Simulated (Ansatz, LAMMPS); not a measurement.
# Glassy 40SiO2-28Al2O3-16Li2O-16SrO (mol %) (85 atoms): a single point

Aim: energy, forces, charges and density of states of glassy 40SiO2-28Al2O3-16Li2O-16SrO (mol %) (85 atoms) at a fixed geometry.

Program: Ansatz 0.2.0. Level of theory: Kohn-Sham DFT, PBEsol, PAW (set soft_2), plane waves. Results are calculated unless marked as measured.

**1. The structure**

The cell holds 85 atoms: 10 Si, 14 Al, 8 Li, 4 Sr and 49 O. Its edges and angles: a = 10.152 Å, b = 10.152 Å, c = 10.152 Å, α = 90.0°, β = 90.0°, γ = 90.0°. 85 atoms (10 Si, 14 Al, 8 Li, 4 Sr, 49 O) placed at random at 2.93 g/cm³, melted at 4000 K for 10 ps at fixed volume with the Morse and Coulomb pair potential with partial charges (Pedone, Malavasi, Menziani, Cormack and Segre, J. Phys. Chem. B 110, 11780 (2006)). Quenched from 4000 K to 300 K at 6 K/ps and fixed volume, held 5 ps, then minimised at fixed cell.

Before any run, some limits are plain. The quench rate of 6 K/ps is many orders above laboratory rates, so the cell is likely richer in defects and strain than a real sample. The starting topology of bonds comes from the classical model, and needn't be the one that DFT or experiment would give. Sampling is at Γ alone, for a cell whose shortest periodic width is 10 Å.

**2. How the cell was made**

A classical potential supplies the starting structure, since it reaches far longer times than DFT.

This step: classical MD, Morse and Coulomb pair potential with partial charges (Pedone, Malavasi, Menziani, Cormack and Segre, J. Phys. Chem. B 110, 11780 (2006)) (LAMMPS 22 Jul 2025 - Update 4).

File in.lmp:

```
# melt-quench of Si10Al14Li8Sr4O49
units metal
atom_style charge
boundary p p p
region box block 0 10.1517 0 10.1517 0 10.1517
create_box 5 box
mass 1 28.0850   # Si
mass 2 26.9815   # Al
mass 3 6.9400   # Li
mass 4 87.6200   # Sr
mass 5 15.9990   # O
create_atoms 1 random 10 433863 NULL overlap 1.5 maxtry 2000
create_atoms 2 random 14 433870 NULL overlap 1.5 maxtry 2000
create_atoms 3 random 8 433877 NULL overlap 1.5 maxtry 2000
create_atoms 4 random 4 433884 NULL overlap 1.5 maxtry 2000
create_atoms 5 random 49 433891 NULL overlap 1.5 maxtry 2000
pair_style hybrid/overlay pedone 5.5 coul/long 8.0
pair_coeff * * coul/long
pair_coeff 1 5 pedone 0.340554 2.006700 2.100000 1   # Si-O
pair_coeff 2 5 pedone 0.361581 1.900442 2.164818 0.9   # Al-O
pair_coeff 3 5 pedone 0.001114 3.429506 2.681360 1   # Li-O
pair_coeff 4 5 pedone 0.019623 1.886000 3.328330 3   # Sr-O
pair_coeff 5 5 pedone 0.042395 1.379316 3.618701 22   # O-O
set type 1 charge 2.4
set type 2 charge 1.8
set type 3 charge 0.6
set type 4 charge 1.2
set type 5 charge -1.2
kspace_style pppm 1.0e-4
neigh_modify delay 0 every 1 check yes
thermo_style custom step time temp pe press density
thermo_modify norm yes
timestep 0.002
thermo 100
# [... 18 lines left out ...]
thermo 1250
fix md all nvt temp 300 300 0.2
run 2500 post no
unfix md
thermo 100
min_style cg
minimize 0 1e-3 2000 20000
write_dump all custom glass.dump id type xs ys zs modify sort id
```

On the command line:

```sh
$ lmp -in in.lmp -log none -nocite
```

Numbers of over 12 decimals in the logs are rounded to 6 here.

Log:

```text
LAMMPS (22 Jul 2025 - Update 4)
Created orthogonal box = (0 0 0) to (10.1517 10.1517 10.1517)
Created 10 atoms
Created 14 atoms
Created 8 atoms
Created 4 atoms
Created 49 atoms
PPPM initialization ...
  G vector (1/distance) = 0.37204478
  grid = 10 10 10
  estimated relative force accuracy = 8.6728195e-05
   Step          Time           Temp          PotEng         Press         Density
         0   0              0             -3.8035696      621667.06      2.9340132
        99   0.198          0             -12.95041      -2649.6135      2.9340132
Loop time of 0.0920249 s on 1 MPI rank(s) for 99 steps with 85 atoms
Minimization stats:
  Stopping criterion = energy tolerance
  Energy initial, next-to-last, final =
      -3.8035695792554   -12.949484959975  -12.9504100481255
  Force two-norm initial, final = 258.4999 1.5844824
  Iterations, force evaluations = 99 129
   Step          Time           Temp          PotEng         Press         Density
[... 12 lines left out ...]
[... 1 line left out ...]
Loop time of 2.98004 s on 1 MPI rank(s) for 5000 steps with 85 atoms
   Step          Time           Temp          PotEng         Press         Density
[... 12 lines left out ...]
Loop time of 182.703 s on 1 MPI rank(s) for 308333 steps with 85 atoms
   Step          Time           Temp          PotEng         Press         Density
[... 2 lines left out ...]
    316250   632.5          355.4494      -13.058322     -14955.134      2.9340132
    316833   633.666        333.64926     -13.055865     -11460.539      2.9340132
Loop time of 1.32199 s on 1 MPI rank(s) for 2500 steps with 85 atoms
   Step          Time           Temp          PotEng         Press         Density
    316833   633.666        333.64926     -13.055865     -11460.539      2.9340132
    316845   633.69         333.64926     -13.095472     -20108.654      2.9340132
Loop time of 0.0400048 s on 1 MPI rank(s) for 12 steps with 85 atoms
Minimization stats:
  Stopping criterion = linesearch alpha is zero
  Energy initial, next-to-last, final =
     -13.0558654731722  -13.0954724522181  -13.0954724522181
  Force two-norm initial, final = 11.697141 0.77063655
  Iterations, force evaluations = 12 59
```

The job ended after 3.1 min (1 thread of Arm Neoverse N1, shared host; peak memory 0.074 GiB).

**3. Plane-wave single point**

One self-consistent run at the given positions yields energy and forces.

File input.yaml:

```yaml
crystal:
  lattice:
    - [10.1517, 0.0, 0.0]
    - [0.0, 10.1517, 0.0]
    - [0.0, 0.0, 10.1517]
  atoms:
    - { symbol: Si, position: [0.60666, 0.44243, 0.51993] }
    - { symbol: Si, position: [0.16308, 0.00506, 0.88702] }
    - { symbol: Si, position: [0.7958, 0.18236, 0.75896] }
    - { symbol: Si, position: [0.51736, 0.11611, 0.27874] }
    - { symbol: Si, position: [0.5731, 0.64883, 0.31082] }
    - { symbol: Si, position: [0.59902, 0.33502, 0.93028] }
    - { symbol: Si, position: [0.89203, 0.3748, 0.40271] }
    - { symbol: Si, position: [0.05213, 0.85673, 0.34896] }
    - { symbol: Si, position: [0.26827, 0.30692, 0.28812] }
    - { symbol: Si, position: [0.24946, 0.70307, 0.62635] }
    - { symbol: Al, position: [0.99414, 0.85092, 0.65499] }
    - { symbol: Al, position: [0.9398, 0.50138, 0.99375] }
    - { symbol: Al, position: [0.76647, 0.1325, 0.45214] }
    - { symbol: Al, position: [0.05951, 0.09879, 0.1729] }
    - { symbol: Al, position: [0.37004, 0.74805, 0.9086] }
    - { symbol: Al, position: [0.31094, 0.28664, 0.87491] }
    - { symbol: Al, position: [0.21876, 0.52896, 0.09004] }
    - { symbol: Al, position: [0.41928, 0.96212, 0.55096] }
    - { symbol: Al, position: [0.35441, 0.25909, 0.58821] }
    - { symbol: Al, position: [0.82482, 0.26448, 0.13085] }
    - { symbol: Al, position: [0.70717, 0.84701, 0.53416] }
    - { symbol: Al, position: [0.27795, 0.61571, 0.35785] }
    - { symbol: Al, position: [0.63251, 0.62543, 0.99315] }
    - { symbol: Al, position: [0.04314, 0.29749, 0.87076] }
    - { symbol: Li, position: [0.75087, 0.86062, 0.27832] }
    - { symbol: Li, position: [0.57561, 0.72161, 0.72098] }
    - { symbol: Li, position: [0.99021, 0.61334, 0.27657] }
    - { symbol: Li, position: [0.15855, 0.43024, 0.54744] }
    - { symbol: Li, position: [0.59724, 0.35794, 0.24039] }
    - { symbol: Li, position: [0.07052, 0.10021, 0.46713] }
    - { symbol: Li, position: [0.21097, 0.51527, 0.81401] }
    - { symbol: Li, position: [0.434, 0.5045, 0.71828] }
    - { symbol: Sr, position: [0.86363, 0.55723, 0.68588] }
    - { symbol: Sr, position: [0.86196, 0.89047, 0.01888] }
    - { symbol: Sr, position: [0.5371, 0.00607, 0.85142] }
    - { symbol: Sr, position: [0.32674, 0.88534, 0.18193] }
    - { symbol: O, position: [0.30351, 0.83755, 0.57098] }
    - { symbol: O, position: [0.56118, 0.88711, 0.61811] }
    - { symbol: O, position: [0.5669, 0.49947, 0.37191] }
    - { symbol: O, position: [0.06573, 0.94295, 0.78296] }
    - { symbol: O, position: [0.64645, 0.18793, 0.33568] }
    - { symbol: O, position: [0.15394, 0.23739, 0.20788] }
    - { symbol: O, position: [0.73942, 0.14573, 0.62005] }
    - { symbol: O, position: [0.62249, 0.65051, 0.16198] }
    - { symbol: O, position: [0.47098, 0.24612, 0.90027] }
    - { symbol: O, position: [0.54316, 0.75511, 0.91508] }
    - { symbol: O, position: [0.09918, 0.00042, 0.03173] }
    - { symbol: O, position: [0.70734, 0.30869, 0.81682] }
    - { symbol: O, position: [0.02445, 0.90246, 0.49664] }
    - { symbol: O, position: [0.93794, 0.32177, 0.00917] }
    - { symbol: O, position: [0.26836, 0.46904, 0.25599] }
    - { symbol: O, position: [0.28152, 0.58559, 0.52481] }
    - { symbol: O, position: [0.12115, 0.98774, 0.28979] }
    - { symbol: O, position: [0.37054, 0.10046, 0.64171] }
    - { symbol: O, position: [0.80172, 0.5951, 0.95794] }
    - { symbol: O, position: [0.25154, 0.40329, 0.9809] }
    - { symbol: O, position: [0.82881, 0.80208, 0.65015] }
    - { symbol: O, position: [0.93347, 0.8114, 0.25928] }
    - { symbol: O, position: [0.84617, 0.38626, 0.25344] }
    - { symbol: O, position: [0.28892, 0.35666, 0.71883] }
    - { symbol: O, position: [0.50393, 0.33358, 0.5561] }
    - { symbol: O, position: [0.32604, 0.66846, 0.7644] }
    - { symbol: O, position: [0.77494, 0.06849, 0.86337] }
    - { symbol: O, position: [0.75522, 0.97045, 0.43134] }
    - { symbol: O, position: [0.55235, 0.48457, 0.93428] }
    - { symbol: O, position: [0.42341, 0.69633, 0.31573] }
    - { symbol: O, position: [0.29878, 0.91588, 0.9] }
    - { symbol: O, position: [0.09633, 0.70722, 0.66019] }
    - { symbol: O, position: [0.05332, 0.56106, 0.09937] }
    - { symbol: O, position: [0.25377, 0.28483, 0.4455] }
    - { symbol: O, position: [0.00208, 0.47404, 0.44] }
    - { symbol: O, position: [0.15497, 0.73234, 0.33684] }
    - { symbol: O, position: [0.40948, 0.23929, 0.24958] }
    - { symbol: O, position: [0.53214, 0.0256, 0.15399] }
    - { symbol: O, position: [0.30181, 0.67055, 0.04159] }
    - { symbol: O, position: [0.18097, 0.16884, 0.87643] }
    - { symbol: O, position: [0.5996, 0.55368, 0.62998] }
    - { symbol: O, position: [0.66466, 0.72965, 0.40767] }
    - { symbol: O, position: [0.91808, 0.22091, 0.4293] }
    - { symbol: O, position: [0.02942, 0.46923, 0.84251] }
    - { symbol: O, position: [0.66891, 0.30145, 0.06686] }
    - { symbol: O, position: [0.44854, 0.02621, 0.39253] }
    - { symbol: O, position: [0.94483, 0.22947, 0.75315] }
    - { symbol: O, position: [0.76203, 0.40629, 0.49909] }
    - { symbol: O, position: [0.8924, 0.11487, 0.1638] }
kpoints:
  mp_grid: { grid: [1, 1, 1] }
hamiltonian:
  xc: pbesol
scf:
  occupations: { method: fixed }
output:
  forces: true
  stress: true
  populations: true
  dos:
    method: { smearing: { sigma: 0.08 } }
    de: 0.1
    projected: { site_lists: { Al: [Al], Li: [Li], O: [O], Si: [Si], Sr: [Sr] } }
  eigenvalues: true
  write_density: true
  write_potential: true
  volumetric_format: npy
```

On the command line:

```sh
$ ansatz run input.yaml --threads 8 --pin off --max-ram 15872MiB --backend cpu --events-out ev --progress --plain --runs-dir out
```

Log:

```text
Engine: ansatz 0.2.0, aarch64-unknown-linux-gnu
Pseudopotentials: kind: paw
Pseudopotential: Si, paw, valence charge 4, recommended cutoff 420 eV (normal), Si.paw.azcp
Pseudopotential: Al, paw, valence charge 3, recommended cutoff 420 eV (normal), Al.paw.azcp
Pseudopotential: Li, paw, valence charge 3, recommended cutoff 420 eV (normal), Li.paw.azcp
Pseudopotential: Sr, paw, valence charge 10, recommended cutoff 420 eV (normal), Sr.paw.azcp
Pseudopotential: O, paw, valence charge 6, recommended cutoff 420 eV (normal), O.paw.azcp
[... 3 lines on functional and potentials left out ...]
Crystal: 85 atoms, lattice volume = 1046.204 Å³
Basis set: ecut = 420 eV, 20341 PW (Γ), exchange–correlation on 144×144×144 points (8 copies of the dense FFT grid, shifted against one another)
Bands: 305, of which v1, the nominal top of the filled ones, is band 220 counted from 1 (219 counted from 0)
Symmetry: 1 space group operations
Space group: P1 (ITA 1), of the structure as read, at distance tolerance 1.0e-4 Å
k-points: 1
[... 15 lines on functional and potentials left out ...]
Initial density: superposition of atomic densities (neutral atoms: chi_scale 0, normalization atom), corrected by the library's trained network
Initial wavefunctions: pseudopotential atomic-orbital guess
Functional: x = pbesol(κ = 0.804, μ = 0.123457), c = pbesol(β = 0.046)
SCF iter   1: F=—  HF=-56743.325611 eV  |F-HF|=—  |Δ(HF+E_count)|=         —  Δρ=1.19e-2  dr2=1.21e0  ethr=1.77e-3  ⟨swp⟩=5.0  Hψ=1166  notcnv=0  defer=83
preconditioner: auto → Resta (q_TF=auto, 2.362 Å⁻¹)  ε∞=3.3  [insulator: Δε(μ)=3.287 eV  Ē_g=15.389 eV  n_scr=250 (ndim 8)  ℏωp=23.4 eV  f_vac=0.063  ε∞_Penn≈3.3]
SCF iter   2: F=—  HF=-56742.984871 eV  |F-HF|=—  |Δ(HF+E_count)|=   3.41e-1  Δρ=2.09e-3  dr2=3.04e-2  ethr=2.75e-4  ⟨swp⟩=2.0  Hψ=492  notcnv=0  defer=83
SCF iter   3: F=—  HF=-56742.982985 eV  |F-HF|=—  |Δ(HF+E_count)|=   1.89e-3  Δρ=8.86e-4  dr2=9.78e-3  ethr=6.92e-6  ⟨swp⟩=3.0  Hψ=374  notcnv=0  defer=83
SCF iter   4: F=—  HF=-56742.983731 eV  |F-HF|=—  |Δ(HF+E_count)|=   7.45e-4  Δρ=6.26e-4  dr2=3.74e-3  ethr=2.22e-6  ⟨swp⟩=3.0  Hψ=388  notcnv=0  defer=83
SCF iter   5: F=—  HF=-56742.983151 eV  |F-HF|=—  |Δ(HF+E_count)|=   5.80e-4  Δρ=1.06e-4  dr2=1.63e-4  ethr=8.50e-7  ⟨swp⟩=2.0  Hψ=389  notcnv=0  defer=83
SCF iter   6: F=—  HF=-56742.983257 eV  |F-HF|=—  |Δ(HF+E_count)|=   1.06e-4  Δρ=5.87e-5  dr2=3.30e-5  ethr=3.70e-8  ⟨swp⟩=2.0  Hψ=429  notcnv=0  defer=83
SCF iter   7: F=—  HF=-56742.984633 eV  |F-HF|=—  |Δ(HF+E_count)|=   1.38e-3  Δρ=2.02e-5  dr2=4.01e-6  ethr=7.50e-9  ⟨swp⟩=3.0  Hψ=525  notcnv=0  defer=82
SCF iter   8: F=—  HF=-56742.984635 eV  |F-HF|=—  |Δ(HF+E_count)|=   1.80e-6  Δρ=5.83e-6  dr2=4.58e-7  ethr=9.12e-10  ⟨swp⟩=2.0  Hψ=386  notcnv=0  defer=82
SCF iter   9: F=—  HF=-56742.984635 eV  |F-HF|=—  |Δ(HF+E_count)|=   5.50e-7  Δρ=4.41e-6  dr2=1.69e-7  ethr=2.27e-11  ⟨swp⟩=24.0  Hψ=3383  notcnv=0
SCF iter  10: F=-56742.984635 eV  HF=-56742.984635 eV  |F-HF|=1.55e-8  |Δ(HF+E_count)|=   1.51e-8  Δρ=1.05e-6  dr2=1.52e-8  ethr=2.27e-11  ⟨swp⟩=8.0  Hψ=1749  notcnv=0
SCF 1 converged in 10 iterations: F = -56742.984635 eV  dr2 = 1.52e-8
  greatest PAW one-centre occupation: 1.000 electrons in one spin orbital (limit 2), on the Li atom at site 30 (counted from 0), in its partial waves of l = 0
SCF converged after 10 iterations
Free energy (F): -56742.984635 eV
Harris-Foulkes:  -56742.984635 eV  (|F-HF|=1.55e-8)
Internal energy: -56742.984635 eV  (E = F + TS)
E sigma→0 (E₀):  -56742.984635 eV
Fermi energy:    4.366651 eV
--- Per-component energies (eV) ---
  E_band       = -2092.900870
  E_kinetic    = 10684.758101
  E_local      = -25864.760906  (includes V_loc(G=0)·N_el)
  E_nonlocal   = 3312.231937
  E_hartree    = 9094.632430
  E_xc         = -5490.639019
  E_vxc        = -6278.925582  (∫ρ·V_xc dr)
  E_paw        = -29600.530704  (= ΣΔE_a)
  E_vpaw       = -2135.594897  (= ΣTr[D̂ρ^β])
  E_aug_tail   = 0.124548  (compensation charges beyond the density's cutoff)
  E_ewald      = -18881.651072
  E_core_change = 2.850050  (= ΣΔE_core)
  E_smearing   = -0.000000  (= −TS)
  E_closure    = -0.000000  (closes the sum)
  Σ components = -56742.984635   (vs F -56742.984635, Δ=0.00e0)
--- Forces (eV/Å), atoms counted from 1 ---
  atom   1  Si     0.36641350     1.00760179    -0.49193642
  atom   2  Si     0.38407171    -0.17668352     0.20734119
  atom   3  Si    -0.47682997     0.65139973     0.56551667
  atom   4  Si    -0.89387044    -0.20248372     1.26863166
  atom   5  Si     0.14224729    -0.69157018     1.04040455
  atom   6  Si     1.04366409    -0.16688232    -0.31752786
  atom   7  Si    -1.21624499    -0.76381733    -0.00784764
  atom   8  Si     0.00759130    -0.36030376     0.07922914
  atom   9  Si     0.73764864    -1.23834152     0.38036691
  atom  10  Si     0.21432745     1.34561001    -0.32059070
  atom  11  Al     0.59841812    -0.26976058    -0.30250483
  atom  12  Al     0.34041892    -1.06863109    -0.43195489
  atom  13  Al    -0.20056956     0.86101945     0.27434533
  atom  14  Al     0.33423109     0.35693388    -0.02534867
[...]
atom  84  O      0.32569841     0.00922824     0.67665970
  atom  85  O     -0.45403045    -1.66365839    -0.07074930
  max |Σ_I F_I| component: 4.68e-5 eV/Å
--- Stress (GPa, compression-positive) ---
        2.068078       1.933212      -0.746711
        1.933204       2.338811      -0.696747
       -0.746713      -0.696744       3.604415
  P = ⅓ Tr σ = 2.6704 GPa (26.704 kbar)
--- Band table (eV) ---
  k-point 0: bands = ["-39.2505", "-38.9274", "-38.8953", "-38.8685", [... 289 levels ...], "14.2807", "14.3335", "14.4096", "14.4400", "14.4706", "14.5509", "14.5868", "14.6438", "14.6963", "14.7869", "14.8144", "14.8266"]
--- Löwdin populations: 85 sites ---
  site symbol       q [e]
     0     Si      2.3434
     1     Si      2.3064
     2     Si      2.3516
[...]
84      O      6.9204
  spilling = 0.011434 (of n_electrons = 440.000000)
```

Run time: 42 s. Hardware: 8 threads of Arm Neoverse N1, shared host; peak memory 1.3 GiB; 2 min of CPU time.

Reading the cycles: dr2 is the Hartree energy of the density residual (eV), the measure of convergence; HF is the Harris–Foulkes estimate of the energy, which meets the free energy F at convergence.

The run gave:

```
free energy                                      : -56742.9846 eV
free energy per atom                             : -667.5645 eV/atom
SCF cycles                                       : 10
pressure                                         : 2.67 GPa
r.m.s. force component                           : 0.7316 eV/Å
longest force                                    : 3.039 eV/Å
Fermi energy                                     : 4.367 eV
gap (highest filled to lowest empty level) : 3.358 eV
spilling of the projection                       : 0.01143
```

Neighbours are counted within 2.27 Å (O-Al), 2.08 Å (O-Si), 2.38 Å (O-Li), 3.38 Å (O-Sr).

Length of the force by element and coordination:

| element | coordination | atoms | mean length of the force (eV/Å) | spread | least | most |
| --- | --- | --- | --- | --- | --- | --- |
| Al | all | 14 | 0.838 | 0.242 | 0.477 | 1.24 |
| Li | all | 8 | 0.552 | 0.348 | 0.174 | 1.32 |
| Li | 3 | 4 | 0.721 | 0.379 | 0.268 | 1.32 |
| Li | 4 | 4 | 0.382 | 0.202 | 0.174 | 0.646 |
| O | all | 49 | 1.35 | 0.534 | 0.348 | 3.04 |
| O | 2 | 8 | 1.21 | 0.349 | 0.648 | 1.74 |
| O | 3 | 28 | 1.34 | 0.570 | 0.348 | 3.04 |
| O | 4 | 12 | 1.49 | 0.534 | 0.745 | 2.65 |
| O | 5 | 1 | 1.02 | 0 | 1.02 | 1.02 |
| Si | all | 10 | 1.13 | 0.392 | 0.369 | 1.57 |
| Sr | all | 4 | 1.03 | 0.332 | 0.684 | 1.49 |
| Sr | 6 | 1 | 1.49 | 0 | 1.49 | 1.49 |
| Sr | 7 | 1 | 1.20 | 0 | 1.20 | 1.20 |
| Sr | 8 | 2 | 0.72 | 0.0362 | 0.684 | 0.756 |

Löwdin charges by element and coordination (they lack the spilled electrons, 0.059 e an atom on average):

| element | coordination | atoms | mean charge (e) | spread | least | most |
| --- | --- | --- | --- | --- | --- | --- |
| Al | all | 14 | 1.26 | 0.0312 | 1.19 | 1.31 |
| Li | all | 8 | 0.810 | 0.0145 | 0.792 | 0.840 |
| Li | 3 | 4 | 0.808 | 0.0189 | 0.792 | 0.840 |
| Li | 4 | 4 | 0.811 | 0.0075 | 0.800 | 0.822 |
| O | all | 49 | -0.881 | 0.0598 | -1.02 | -0.778 |
| O | 2 | 8 | -0.831 | 0.0118 | -0.845 | -0.808 |
| O | 3 | 28 | -0.872 | 0.0567 | -1.02 | -0.778 |
| O | 4 | 12 | -0.931 | 0.0466 | -0.997 | -0.866 |
| O | 5 | 1 | -0.957 | 0 | -0.957 | -0.957 |
| Si | all | 10 | 1.66 | 0.0309 | 1.61 | 1.72 |
| Sr | all | 4 | 1.85 | 0.014 | 1.83 | 1.87 |
| Sr | 6 | 1 | 1.84 | 0 | 1.84 | 1.84 |
| Sr | 7 | 1 | 1.83 | 0 | 1.83 | 1.83 |
| Sr | 8 | 2 | 1.86 | 0.0086 | 1.85 | 1.87 |

Density of states as counts of states in windows of 1 eV (from the Fermi level), total and the larger projections:

| from (eV) | to (eV) | total | O p | Al p | O s | Sr p |
| --- | --- | --- | --- | --- | --- | --- |
| -18 | -17 | 39.0 | 0.3 | 2.9 | 29.9 | 0.7 |
| -17 | -16 | 27.2 | 0.2 | 1.8 | 17.9 | 4.9 |
| -16 | -15 | 14.0 | 0.2 | 0.3 | 2.4 | 10.9 |
| -15 | -14 | 7.9 | 0.1 | 0.0 | 0.9 | 6.8 |
| -14 | -9 | 0.0 | 0.0 | 0.0 | 0.0 | 0.0 |
| -9 | -8 | 6.0 | 4.1 | 0.1 | 0.3 | 0.0 |
| -8 | -7 | 9.3 | 6.5 | 0.3 | 0.5 | 0.0 |
| -7 | -6 | 18.0 | 13.5 | 0.6 | 0.5 | 0.0 |
| -6 | -5 | 26.7 | 20.7 | 1.4 | 0.6 | 0.0 |
| -5 | -4 | 35.1 | 28.3 | 2.6 | 0.9 | 0.0 |
| -4 | -3 | 51.0 | 43.7 | 2.5 | 1.2 | 0.1 |
| -3 | -2 | 55.1 | 50.5 | 1.4 | 0.7 | 0.1 |
| -2 | -1 | 60.4 | 57.3 | 0.7 | 0.3 | 0.1 |
| -1 | 0 | 31.8 | 30.5 | 0.3 | 0.1 | 0.0 |
| 0 | 1 | 0.6 | 0.5 | 0.0 | 0.0 | 0.0 |
| 1 | 3 | 0.0 | 0.0 | 0.0 | 0.0 | 0.0 |
| 3 | 4 | 2.0 | 0.1 | 0.1 | 0.5 | 0.0 |
| 4 | 5 | 5.8 | 0.4 | 0.9 | 0.5 | 0.0 |

The curve was stored every 0.10 eV, coarse against its broadening of 0.08 eV, so these counts are rough.

With fixed occupations the program's Fermi level is the highest filled level; weight inside the gap is the broadening of levels at its edges.

Between -26 and -18 eV lie 34 more states.

The stored curve holds about 416 of the 440 electrons; the rest, give or take the few that broadening carries across the Fermi level, lie in deeper levels below its range.

The levels nearest the highest filled one (over half full), pooled over k-points and spins:

| level less the highest filled one (eV) | occupation |
| --- | --- |
| -0.464 | 2 |
| -0.392 | 2 |
| -0.341 | 2 |
| -0.234 | 2 |
| -0.126 | 2 |
| 0 | 2 |
| 3.36 | 0 |
| 4.61 | 0 |
| 4.78 | 0 |
| 4.96 | 0 |
| 5.21 | 0 |
| 5.35 | 0 |

[end of part 1 of 2]

[Logs are printed without paths, hosts, clocks, repeated set-up lines and the standing remarks that a program may print on its own settings, such as how far it seeks lower states.]

[Hosts, paths, dates, database ids (printed as entryN), source tags and the programs' standing remarks are cut or masked in the printed files.]
